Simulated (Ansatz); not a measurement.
# Σ11 (113) boundary in fcc Al: structure and resistance

Wanted: what the Σ11 (113) boundary in fcc Al costs an interconnect.

Program: Ansatz 0.2.0. Level of theory: Ansatz plane-wave DFT, PBE, PAW files; relaxation of a bicrystal slab with its lowest layers held; PAW set soft_1, in the first sound run; inputs show where later runs differ. Results are calculated unless marked as measured.

Most raw output is cut from this account.

## Step 1: Starting point

The cell holds 16 atoms: 16 Al. Cell: a = 2.862 Å, b = 4.958 Å, c = 29.358 Å, α = 90.0°, β = 90.0°, γ = 73.2°. It derives from Al. built on the (1 1 3) plane; 1 overlapping atoms removed and the grains opened by 0.05 Å. Vacuum lies along c.

## Step 2: Relaxing the bicrystal

The boundary is built by mirroring the lower grain in the boundary plane and removing any atoms that overlap. A thin bicrystal slab is relaxed first, with the lowest layers held and the upper grain free to shift and open.

Input file input.yaml:

```yaml
crystal:
  lattice:
    - [2.862347037, 0.0, 0.0]
    - [1.4311735185, 4.7466655708, 0.0]
    - [0.0, 0.0, 29.3576331625]
  atoms:
    - { symbol: Al, position: [0.6363636364, 0.7272727272, 0.1703134572] }
    - { symbol: Al, position: [0.3636363637, 0.2727272727, 0.2118872745] }
    - { symbol: Al, position: [0.0909090909, 0.8181818181, 0.2534610918] }
    - { symbol: Al, position: [0.8181818182, 0.3636363636, 0.2950349091] }
    - { symbol: Al, position: [0.5454545455, 0.9090909091, 0.3366087264] }
    - { symbol: Al, position: [0.2727272727, 0.4545454545, 0.3781825437] }
    - { symbol: Al, position: [0.0, 0.0, 0.419756361] }
    - { symbol: Al, position: [0.2727272727, 0.4545454545, 0.4630333129] }
    - { symbol: Al, position: [0.5454545455, 0.9090909091, 0.5046071302] }
    - { symbol: Al, position: [0.8181818182, 0.3636363636, 0.5461809475] }
    - { symbol: Al, position: [0.0909090909, 0.8181818181, 0.5877547648] }
    - { symbol: Al, position: [0.3636363637, 0.2727272727, 0.6293285821] }
    - { symbol: Al, position: [0.6363636364, 0.7272727272, 0.6709023994] }
    - { symbol: Al, position: [0.9090909091, 0.1818181817, 0.7124762167] }
    - { symbol: Al, position: [0.1818181819, 0.6363636363, 0.754050034] }
    - { symbol: Al, position: [0.4545454546, 0.0909090908, 0.7956238513] }
kpoints:
  mp_grid: { grid: [9, 9, 1] }
hamiltonian:
  xc: pbe
  pseudopotentials: { kind: paw, azcp: { folder: soft_1 } }
scf:
  occupations: { method: fermi_dirac, width: 0.1 }
relax:
  f_tol: 0.03
  max_steps: 80
  constraints: [{ sites: [0, 1, 2] }]
```

On the command line:

```
$ ansatz run input.yaml --threads 4 --pin off --max-ram 15360MiB --backend cpu --events-out ev --progress --plain --runs-dir out
```

It took 20 s on 4 threads of Arm Neoverse V2, shared host; peak memory 0.83 GiB.

The steps of the relaxation:

```tsv
step	energy less that of the first step (eV)	largest force component (eV/Å)
1	0.0000	1.0453
2	-0.1013	0.2056
3	-0.1017	0.0958
4	-0.1097	0.0151
```

The run keeps the 2 symmetry operations that it works with, so distortions that break them were not tested.

The atoms that moved most (Å):

```tsv
atom	dx	dy	dz	length
Al16	0.000	0.082	-0.076	0.112
Al15	0.000	0.053	0.087	0.102
Al6	0.000	-0.017	-0.096	0.098
Al8	0.000	-0.002	0.090	0.090
Al7	0.000	-0.032	0.052	0.061
Al14	0.000	0.030	-0.049	0.058
Al10	0.000	0.004	0.041	0.041
Al11	0.000	-0.005	0.038	0.039
```

This step gave:

```
free energy             : -8598.2845 eV
energy at zero smearing : -8598.1721 eV
Fermi energy            : 3.880 eV
```

The largest force component on a free atom ends at 0.015 eV/Å, under the tolerance of 0.03, after 4 steps.

## Step 3: Transmission across the boundary

Bulk layers of each grain are laid under and over the relaxed boundary, and a lead is named in the middle of each, away from the free faces. The mesh across the current, 22×22, is finer than the density's, because channels open and close sharply across the zone. Energies from -0.1 to 0.1 eV in steps of 0.05 eV are too few for the program's thermal sum, so it prints no conductance; for a metal the transmission near the Fermi level serves, at a fraction of the cost.

This step: Ansatz plane-wave DFT, PBE, PAW files; ballistic transport by layer matching (Landauer), zero bias; boundary relaxed in a short slab, bulk layers laid on; PAW set soft_1 (Ansatz 0.2.0).

System of this step: Σ11 (113) boundary in fcc Al. The cell holds 36 atoms: 36 Al. Cell: a = 2.862 Å, b = 4.958 Å, c = 50.770 Å, α = 90.0°, β = 90.0°, γ = 73.2°. It derives from Al. Regions: lower grain, 14 atoms (14 Al); boundary, 10 atoms (10 Al); upper grain, 12 atoms (12 Al). Vacuum lies along c.

Input file input.yaml:

```yaml
crystal:
  lattice:
    - [2.862347037, 0.0, 0.0]
    - [1.4311735185, 4.7466655708, 0.0]
    - [0.0, 0.0, 50.7697397992]
  atoms:
    - { symbol: Al, position: [4.9090909092, -9.8181818184, 0.0787870888] }
    - { symbol: Al, position: [4.6363636365, -9.272727273, 0.1028271742] }
    - { symbol: Al, position: [4.3636363637, -8.7272727275, 0.1268672595] }
    - { symbol: Al, position: [4.090909091, -8.181818182, 0.1509073449] }
    - { symbol: Al, position: [3.8181818183, -7.6363636366, 0.1749474302] }
    - { symbol: Al, position: [3.5454545455, -7.0909090911, 0.1989875155] }
    - { symbol: Al, position: [3.2727272728, -6.5454545456, 0.2230276009] }
    - { symbol: Al, position: [3.0000000001, -6.0000000002, 0.2470676862] }
[... 24 atom lines left out ...]
    - { symbol: Al, position: [3.8186584675, -7.637316935, 0.8490926551] }
    - { symbol: Al, position: [4.0913857402, -8.1827714804, 0.8731327405] }
    - { symbol: Al, position: [4.364113013, -8.7282260259, 0.8971728258] }
    - { symbol: Al, position: [4.6368402857, -9.2736805714, 0.9212129112] }
kpoints:
  mp_grid: { grid: [9, 9, 1] }
hamiltonian:
  xc: pbe
  pseudopotentials: { kind: paw, azcp: { folder: soft_1 } }
scf:
  occupations: { method: fermi_dirac, width: 0.1 }
output:
  transmission:
    leads: [[8, 9], [28, 29]]
    kmesh: [22, 22]
    e_range: [-0.1, 0.1]
    de: 0.05
  write_potential: true
  write_density: true
  volumetric_format: npy
  elf: true
```

It took 3 min on 4 threads; peak memory 2.6 GiB.

This step gave:

```yaml
free_energy: -19348.3704 eV
energy_at_zero_smearing: -19348.1068 eV
fermi_energy: 6.261 eV
cell_area: 13.59 Å²
transmission_per_spin_nearest_the_fermi_level: 1.891
open_channels_per_spin_nearest_the_fermi_level: 2.643
open_channels_per_spin_upper_lead: 2.643
step_of_the_lead_s_potential: 10.3 meV
step_of_the_upper_lead_s_potential: 11.9 meV
```

Per spin. Transmission, zone mean against energy, zero at the Fermi level:

```tsv
energy (eV)	transmission, zone mean
-0.1000	1.79
-0.0500	1.84
0.0000	1.89
0.0500	1.93
0.1000	1.95
```

Per spin. The open channels, zone mean by energy, zero at the Fermi level:

```tsv
energy (eV)	lead	upper lead
-0.1000	2.54	2.53
-0.0500	2.63	2.63
0.0000	2.64	2.64
0.0500	2.68	2.68
0.1000	2.69	2.70
```

Transmission over k1 and k2. At 0.0000 eV from the Fermi level.

Ten even steps from '_' (0.64) to '@' (3.98):
```
%%##==..__++++------------------++____::##--
--##....__++++------------------++....--##--
--++....__++++--------------++++==____++##%%
##**....__++++--------++++******--__..**--@@
%%**....__++++------++**++........__==%%__**
%%**....__==++--++**++..======__..__++==@@@@
##++....____++++**..==++====--__..__--++@@**
--##==..__..==**..======....____..----==__@@
--##**::..__--..====......______..__++%%--%%
%%####--____..__--........______..__==**##--
@@--##++..__..______......______..__..++##--
%%--##**==__..______........--__..____--####
--%%--%%++__..______......====..--__..::**##
--@@__==----..____....======..**==..__..==##
##**@@++--__..__--====++==..**++++____....++
%%@@@@==++__..__======..++**++--++==__....**
%%**__%%==__........++**++------++++__....**
##@@--**..__--******++++--------++++__....**
--%%##++____==++++--------------++++__....++
----##--....++------------------++++__....##
%%--##::____++------------------++++__..==##
@@##**..__==++------------------++==__..**##
```
Columns: k1 (b1) from -0.5 to 0.455; rows upwards: k2 (b2) from -0.5 to 0.455.

Open channels over k1 and k2. At 0.0000 eV from the Fermi level.

Values, 12 rows by 16 columns, each cell a mean:
```
3.67 3.50 2.20 2.36 3.00 2.09 2.00 2.00 2.00 2.00 2.00 2.36 2.36 2.08 3.16 3.27
3.44 2.74 2.00 2.36 3.00 2.09 2.00 2.00 2.36 2.36 2.81 2.94 2.36 2.35 3.79 3.83
3.73 2.45 2.00 2.36 3.00 2.14 2.27 2.67 2.80 2.70 2.43 2.18 2.07 3.65 4.09 4.07
3.79 2.98 2.07 2.10 2.74 2.77 2.65 2.85 2.75 2.82 2.60 1.82 2.05 3.74 3.99 4.37
3.34 4.00 2.43 2.00 2.58 2.46 2.76 2.51 2.17 1.61 1.07 1.03 1.90 3.95 3.88 3.69
3.85 3.75 3.49 2.00 2.00 1.98 1.70 1.45 1.00 1.00 1.05 1.71 2.00 3.02 4.00 3.27
3.52 3.50 4.25 3.27 1.71 1.05 1.00 1.33 1.60 2.25 2.81 2.17 2.17 2.10 3.21 4.00
3.54 3.85 3.75 3.47 1.79 1.43 1.98 2.34 2.91 2.76 2.53 2.94 2.36 2.00 2.58 3.80
4.15 4.50 4.15 3.27 2.00 2.13 2.73 2.93 2.60 2.75 2.64 2.48 2.88 2.07 2.00 2.86
3.87 3.55 3.92 2.35 2.46 2.73 2.64 2.74 2.67 2.12 2.00 2.36 3.00 2.09 2.00 2.86
3.17 3.71 3.29 2.00 2.64 2.42 2.20 2.00 2.00 2.00 2.00 2.36 3.00 2.09 2.08 3.50
3.88 3.79 2.36 2.20 2.83 2.09 2.00 2.00 2.00 2.00 2.00 2.36 3.00 2.09 2.91 4.00
```
Columns: k1 (b1) from -0.5 to 0.455; rows upwards: k2 (b2) from -0.5 to 0.455.

Valence density in the ca plane at fractional y = 0.272, with atoms of Al within 0.2 Å of it. It is the smooth field of the valence electrons, not physical close to the nuclei.

Ten even steps from '0' (0.00 e/Å³) to '9' (0.21 e/Å³), each cell a mean:
```
47976668999999987666886469989997532100000000
57986678999999987667896579999998532100000000
89987789998778999877899889999998642100000000
99988999987667999998999998998557742100000000
89899999986557899999999888896335752100000000
99999999986557899999999888897335752100000000
99988899987667999988899999999768742100000000
78987778998888998777898789999998632100000000
```
Columns run along c (16.0 Å, from fractional 0.68 to 1.00 of the cell), rows up along a (2.9 Å). Atoms in or near the plane, at fractional coordinates: Al at (0.90, 0.36).

ELF in the ca plane at fractional y = 0.272, with atoms of Al within 0.2 Å of it. It is the smooth field of the valence electrons, not physical close to the nuclei.

Ten even steps from '0' (0.00) to '9' (0.69), each cell a mean:
```
13664457888888886445762027888999853100000000
14765457888888886545763138888999853100000000
57876668887667887666786468888789963100000000
88887778875446888788888778885225874200000000
88888878864335787788888777872242785200000000
88888878874335788788888777883122875200000000
78877778876556888777888778886337974200000000
36875567887777887656785358888899863100000000
```
Columns run along c (16.0 Å, from fractional 0.68 to 1.00 of the cell), rows up along a (2.9 Å). Atoms in or near the plane, at fractional coordinates: Al at (0.90, 0.36).

Electrostatic potential energy in the ca plane at fractional y = 0.272, with atoms of Al within 0.2 Å of it. With pseudopotentials it is smooth inside the atoms' cores, unlike the true potential.

Values in eV, 5 rows by 16 columns, each cell a mean:
```
-5  6  7  5  5  6  8  0 -5 -1  6  6 10 10 10 10
-6  6  4  6  6  5  5  3 -8  2 -2 -1  9 10 10 10
 5  5 -3  5  8  1 -1  6  4  5 -2 -3  8 10 10 10
 5  5 -4  5  8  1 -2  6  4  5 -2 -3  8 10 10 10
-5  6  4  6  6  5  5  3 -8  2 -3 -1  9 10 10 10
```
Columns run along c (16.0 Å, from fractional 0.68 to 1.00 of the cell; values clipped at the 3rd and 97th percentile), rows up along a (2.9 Å). Atoms in or near the plane, at fractional coordinates: Al at (0.90, 0.36).

Over the solved energies the transmission per spin lies between 1.79 and 1.95, out of 2.63 channels of the lead on average (up to 2.69).

## Step 4: Specific resistance

This step: Ansatz plane-wave DFT, PBE, PAW files; ballistic transport by layer matching (Landauer), zero bias; specific resistance of the boundary; PAW set soft_1 (Ansatz 0.2.0).

This step gave:

```
area resistance                      : 0.2667 fΩ m²
T over the leads' mean channel count : 0.7139
```

Averaged over the energies near the Fermi level, 71.4 % of the channels pass, which makes 0.267 fΩ m².

By hand, with T and the leads' channels N averaged over the energies near the Fermi level: RA = A (h/2e²)(1/T − ½[1/N₁ + 1/N₂]) = 13.59×10⁻²⁰ m² × 12 906 Ω × (1/1.881 − ½[1/2.634 + 1/2.634]) = 0.267 fΩ m².

## Step 5: Single-crystal slab for reference

The free faces cost energy too. A single-crystal slab with the same faces and held layers is relaxed, so that they cancel.

This step: Ansatz plane-wave DFT, PBE, PAW files; relaxation of a single-crystal slab with its lowest layers held; PAW set soft_1 (Ansatz 0.2.0).

System of this step: Al slab, plane (1, 1, 3). The cell holds 16 atoms: 16 Al. Cell: a = 2.862 Å, b = 4.958 Å, c = 29.308 Å, α = 90.0°, β = 90.0°, γ = 73.2°. It derives from Al. Vacuum lies along c.

Input file input.yaml:

```yaml
crystal:
  lattice:
    - [2.862347037, 0.0, 0.0]
    - [1.4311735185, 4.7466655708, 0.0]
    - [0.0, 0.0, 29.3076331625]
  atoms:
    - { symbol: Al, position: [0.090909091, 0.818181818, 0.1706040188] }
    - { symbol: Al, position: [0.8181818183, 0.3636363635, 0.2122487627] }
    - { symbol: Al, position: [0.5454545455, 0.9090909089, 0.2538935066] }
    - { symbol: Al, position: [0.2727272728, 0.4545454544, 0.2955382505] }
    - { symbol: Al, position: [1.0e-10, 0.9999999999, 0.3371829945] }
    - { symbol: Al, position: [0.7272727273, 0.5454545453, 0.3788277384] }
    - { symbol: Al, position: [0.4545454546, 0.0909090908, 0.4204724823] }
    - { symbol: Al, position: [0.1818181819, 0.6363636363, 0.4621172262] }
    - { symbol: Al, position: [0.9090909091, 0.1818181817, 0.5037619701] }
    - { symbol: Al, position: [0.6363636364, 0.7272727272, 0.545406714] }
    - { symbol: Al, position: [0.3636363637, 0.2727272727, 0.5870514579] }
    - { symbol: Al, position: [0.0909090909, 0.8181818181, 0.6286962018] }
    - { symbol: Al, position: [0.8181818182, 0.3636363636, 0.6703409457] }
    - { symbol: Al, position: [0.5454545455, 0.9090909091, 0.7119856896] }
    - { symbol: Al, position: [0.2727272727, 0.4545454545, 0.7536304335] }
    - { symbol: Al, position: [0.0, 0.0, 0.7952751774] }
kpoints:
  mp_grid: { grid: [9, 9, 1] }
hamiltonian:
  xc: pbe
  pseudopotentials: { kind: paw, azcp: { folder: soft_1 } }
scf:
  occupations: { method: fermi_dirac, width: 0.1 }
relax:
  f_tol: 0.03
  max_steps: 80
  constraints: [{ sites: [0, 1, 2] }]
```

Elapsed: 17 s, on 4 threads; peak memory 0.83 GiB.

Relaxation path:

```tsv
step	energy less that of the first step (eV)	largest force component (eV/Å)
1	0.0000	0.2582
2	-0.0259	0.0512
3	-0.0295	0.0148
```

The atoms that moved most (Å):

```tsv
atom	dx	dy	dz	length
Al16	0.000	0.008	-0.170	0.171
Al14	0.000	0.053	-0.148	0.157
Al12	0.000	0.067	-0.110	0.129
Al13	0.000	0.078	-0.062	0.100
Al10	0.000	0.043	-0.082	0.093
Al11	0.000	0.066	-0.051	0.083
Al8	0.000	0.011	-0.056	0.057
Al9	0.000	0.031	-0.037	0.048
```

Final coordinates:

```xyz
16
Lattice="2.8623 0.0000 0.0000 1.4312 4.7467 0.0000 0.0000 0.0000 29.3076" Properties=species:S:1:pos:R:3
Al    1.4312    3.8836    5.0000
Al    2.8623    1.7261    6.2205
Al    2.8623    4.3152    7.4410
Al    1.4312    2.1350    8.6622
Al    1.4312    4.7219    9.8786
Al    2.8623    2.5706   11.0689
Al    1.4312    0.4281   12.3062
Al    1.4312    3.0320   13.4875
Al    2.8623    0.8937   14.7273
Al    2.8623    3.4955   15.9029
Al    1.4312    1.3601   17.1546
Al    1.4312    3.9509   18.3159
Al    2.8623    1.8042   19.5841
Al    2.8623    4.3682   20.7191
Al    1.4312    2.1887   22.0982
Al    0.0000    0.0077   23.1373
```

Numbers from this step:

```
free energy             : -8598.4430 eV
energy at zero smearing : -8598.3269 eV
Fermi energy            : 3.877 eV
```

The largest force component on a free atom ends at 0.015 eV/Å, under the tolerance of 0.03, after 3 steps.

## Step 6: Bulk reference

The perfect crystal gives the energy per atom, for the atoms by which bicrystal and slab differ.

This step: Ansatz plane-wave DFT, PBE, PAW files; bulk reference; PAW set soft_1 (Ansatz 0.2.0).

System of this step: Al. Symmetry: Fm-3m, No. 225, cubic system. The conventional cell has a = 4.048 Å, b = 4.048 Å, c = 4.048 Å, α = 90.00°, β = 90.00°, γ = 90.00°. Nearest to Al lie 12 Al at 2.86 Å.

input.yaml, the sections that differ from step 5:

```yaml
crystal:
  lattice:
    - [0.0, 2.023985, 2.023985]
    - [2.023985, 0.0, 2.023985]
    - [2.023985, 2.023985, 0.0]
  atoms:
    - { symbol: Al, position: [0.0, 0.0, 0.0] }
kpoints:
  mp_grid: { grid: [18, 18, 18] }
# hamiltonian, scf: as in step 5
# relax: removed
```

Run time: 0.28 s. Hardware: 4 threads; peak memory 0.25 GiB; 0.82 s of CPU time.

Numbers from this step:

| Item | Value |
| --- | --- |
| free energy | -537.5084 eV |
| energy at zero smearing | -537.5011 eV |
| Fermi energy | 7.869 eV |

## Step 7: Boundary energy

This step: Ansatz plane-wave DFT, PBE, PAW files; bicrystal less single-crystal slab less bulk atoms, a boundary area; PAW set soft_1 (Ansatz 0.2.0).

This step gave:

```
excess energy of the cell : 0.1547 eV
boundary energy           : 0.1824 J/m²
```

The boundary costs 0.18 J/m².

By hand: 0.155 eV / 13.59 Å² × 16.02 = 0.182 J/m².

## Step 8: Summary of results

| Item | Value |
| --- | --- |
| specific resistance of the boundary | 0.267 fΩ m² |
| share of channels that pass | 0.714 |
| boundary energy | 0.182 J/m² |

**Reading.** The boundary has a specific resistance of 0.27 fΩ m² and an energy of 0.18 J/m². The boundary reflects 29 % of the channels; 0.27 fΩ m² is 2.7×10⁻¹² Ω·cm². That equals the resistance of 9.8 nm of bulk Al at 300 K (measured 2.733 µΩ cm, CRC Handbook of Chemistry and Physics, 84th ed., 2003, Electrical Resistivity of Pure Metals). One starting structure was relaxed; another shift or atom count at the boundary may lie lower.

[Logs are printed without paths, hosts, clocks, repeated set-up lines and the standing remarks that a program may print on its own settings, such as how far it seeks lower states.]

[Hosts, paths, dates, database ids (printed as entryN), source tags and the programs' standing remarks are cut or masked in the printed files.]
